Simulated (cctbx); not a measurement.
# Which space group?

Cell: a = 6.1350 Å, b = 6.1350 Å, c = 21.8750 Å, α = 90.00°, β = 90.00°, γ = 120.00°. Expected content of the cell: Ge6 Zn6 S18.

Simulated single-crystal data (cctbx): Mo Kα, λ = 0.71073 Å, to d = 0.75 Å, 70 % of the full sphere, strongest reflection 70000 counts, noise from counting, a 2 % proportional error and a noise floor of 2 counts (s.d.); no absorption, some extinction.

Tests on the unmerged data give:

```text
5002 reflections to d = 0.750 A
centring   violations  <I/sigma> of those
    A        821 of  2552      9.1
    B        811 of  2501      9.3
    C        816 of  2547      9.0
    I        824 of  2556      9.1
    R          1 of  3323      0.0
    F       1224 of  3800      9.1
Laue class    unique    Rint  (classes that these axes allow; Friedel mates merged)
R -3 :H           401   0.016
R -3 m :H         256   0.209
space group    extra absences  I>4sigma  <I/sigma>
R 3 :H                  0          0         -  acentric
R -3 :H                 0          0         -  centric
Wilson B = 0.78 A^2   <|E^2-1|> = 1.018 (0.968 centric, 0.736 acentric)   E^2>4: 4.8 %
shell (A)         n   <I/sigma>
 7.29 - 1.50     51     63.7
 1.50 - 1.19     49     56.5
 1.19 - 1.04     53     52.3
 1.04 - 0.95     51     50.2
 0.95 - 0.88     45     43.4
 0.88 - 0.83     56     50.2
 0.83 - 0.78     38     45.1
 0.78 - 0.75     58     43.1
```

Q: Read the symmetry from these tables.

The reflections that R centring forbids are absent (⟨I/σ⟩ near 0), so the lattice is R.

Rint stays low (0.016) up to R -3 :H and is 0.209 or more in the other classes.

2 settings pass the absence test. No glide or screw absences show, which leaves R 3 and R -3.

⟨|E²−1|⟩ = 1.018 leans to a centrosymmetric structure. The Wilson B of 0.78 Å² means U ≈ 0.0099 Å².

The true group is R-3 (no. 148), Laue class -3, centrosymmetric. The tables only narrow the choice to the tied entries; cell content, site symmetry and trial solutions must settle it.

The model is made up (kin elements in a known structure type, no relaxation), so it says nothing on whether the phase exists.

[Logs are printed without paths, hosts, clocks, repeated set-up lines and the standing remarks that a program may print on its own settings, such as how far it seeks lower states.]
